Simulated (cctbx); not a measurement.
**Accept or mend?**

Cell a = 11.7560 Å, b = 7.5340 Å, c = 12.6370 Å, α = 90.00°, β = 90.00°, γ = 90.00°; space group Amm2 (no. 38).

The data are simulated with cctbx, not measured: Mo Kα, λ = 0.71073 Å, to d = 0.75 Å, 70 % of the full sphere, strongest reflection 40000 counts, noise from counting, a 4 % proportional error and a noise floor of 15 counts (s.d.); no absorption.

An anisotropic refinement with weights 1/σ² prints:

```text
Rint 0.028, 177 unique reflections to 1.60 A
cycle     R1     wR2    GooF  max shift (A)
   1  0.0226  0.0531   1.062   0.02565
  12  0.0199  0.0462   0.923   0.00241
final R1 0.0199 wR2 0.0461 GooF 0.923  parameters 49  data/parameter 3.6
atom        x        y        z      Ueq    occ   su(xyz)  su(Uiso or U11)
Eu1    0.76096  0.50000  0.32862   0.0200  1.000  0.00045  0.0043
Eu2    0.74202  0.50000  0.82147   0.0081  1.000  0.00056  0.0042  NPD
Eu3    0.74194  0.76261  0.08478   0.0181  1.000  0.00042  0.0019
Eu4    0.00000  0.75385  0.91724   0.0153  1.000  0.00166  0.0025
Eu5    0.50000  0.74838  0.91634   0.0135  1.000  0.00245  0.0024
Eu6    0.00000  0.50000  0.15769   0.0166  1.000  0.00176  0.0041
Eu7    0.00000  0.50000  0.66397   0.0164  1.000  0.00186  0.0038
Ni1    0.50000  0.50000  0.66928   0.0228  1.000  0.00326  0.0097
Na1    0.50000  0.50000  0.16408   0.0119  1.000  0.00921  0.0236  NPD
difference map: max 0.51 min -0.37 rms 0.11
Q1    0.5000  0.0000  0.3674    2    0.51  1.97 A from Eu5
Q2    0.0000  0.0000  0.3475    2    0.45  2.11 A from Eu4
Q3    0.5000  0.0000  0.9543    2    0.43  1.96 A from Eu5
Q4    0.5000  0.1646  0.6780    4    0.36  1.25 A from Na1
Q5    0.5000  0.1000  0.0000    4    0.34  1.56 A from Eu5
Q6    0.5000  0.1040  0.7218    4    0.34  1.07 A from Na1
```

Q: Accept it or mend it, and why?

Mend it. The fault: data cut at low resolution. Against the right model at the same level, R1 goes from 0.0273 to 0.0199 and GooF from 0.93 to 0.92 and Eu2 and Na1 go non-positive-definite. The atoms are right, but there are too few data for the parameters: R1 flatters and the s.u.s grow. Data per parameter fall from 31 to 3.6. The fit had not settled when the cycles ran out.

The compound is NaEu14Ni. The right model at the same level gives:

```text
Rint 0.040, 1517 unique reflections to 0.75 A
cycle     R1     wR2    GooF  max shift (A)
   1  0.0293  0.0648   0.990   0.01430
   8  0.0273  0.0608   0.928   0.00049
final R1 0.0273 wR2 0.0608 GooF 0.928  parameters 49  data/parameter 31.0
atom        x        y        z      Ueq    occ   su(xyz)  su(Uiso or U11)
Eu1    0.76058  0.50000  0.32876   0.0156  1.000  0.00009  0.0004
Eu2    0.74150  0.50000  0.82138   0.0134  1.000  0.00009  0.0004
Eu3    0.74196  0.76293  0.08464   0.0196  1.000  0.00007  0.0003
Eu4    0.00000  0.75412  0.91709   0.0177  1.000  0.00013  0.0005
Eu5    0.50000  0.74774  0.91623   0.0145  1.000  0.00017  0.0004
Eu6    0.00000  0.50000  0.15902   0.0196  1.000  0.00017  0.0006
Eu7    0.00000  0.50000  0.66385   0.0175  1.000  0.00017  0.0006
Ni1    0.50000  0.50000  0.66527   0.0218  1.000  0.00048  0.0017
Na1    0.50000  0.50000  0.16180   0.0337  1.000  0.00188  0.0054
Flack x: -0.2(2)
Hooft y: -0.317(188)  Bijvoet pairs: 706
difference map: max 1.59 min -1.89 rms 0.35
Q1    0.0681  0.0000  0.0724    4    1.67  1.41 A from Eu7
Q2    0.2463  0.0000  0.1483    4    1.60  1.96 A from Eu3
Q3    0.0706  0.0000  0.6049    4    1.40  1.08 A from Eu6
Q4    0.4611  0.0000  0.9880    4    1.39  2.16 A from Eu5
Q5    0.5000  0.0677  0.9064    4    1.38  1.40 A from Eu5
Q6    0.0000  0.2265  0.0871    4    1.36  1.96 A from Eu7
```

The model is made up (kin elements in a known structure type, no relaxation), so it says nothing on whether the phase exists.

[Middle refinement cycles are left out of these outputs.]

[Logs are printed without paths, hosts, clocks, repeated set-up lines and the standing remarks that a program may print on its own settings, such as how far it seeks lower states.]
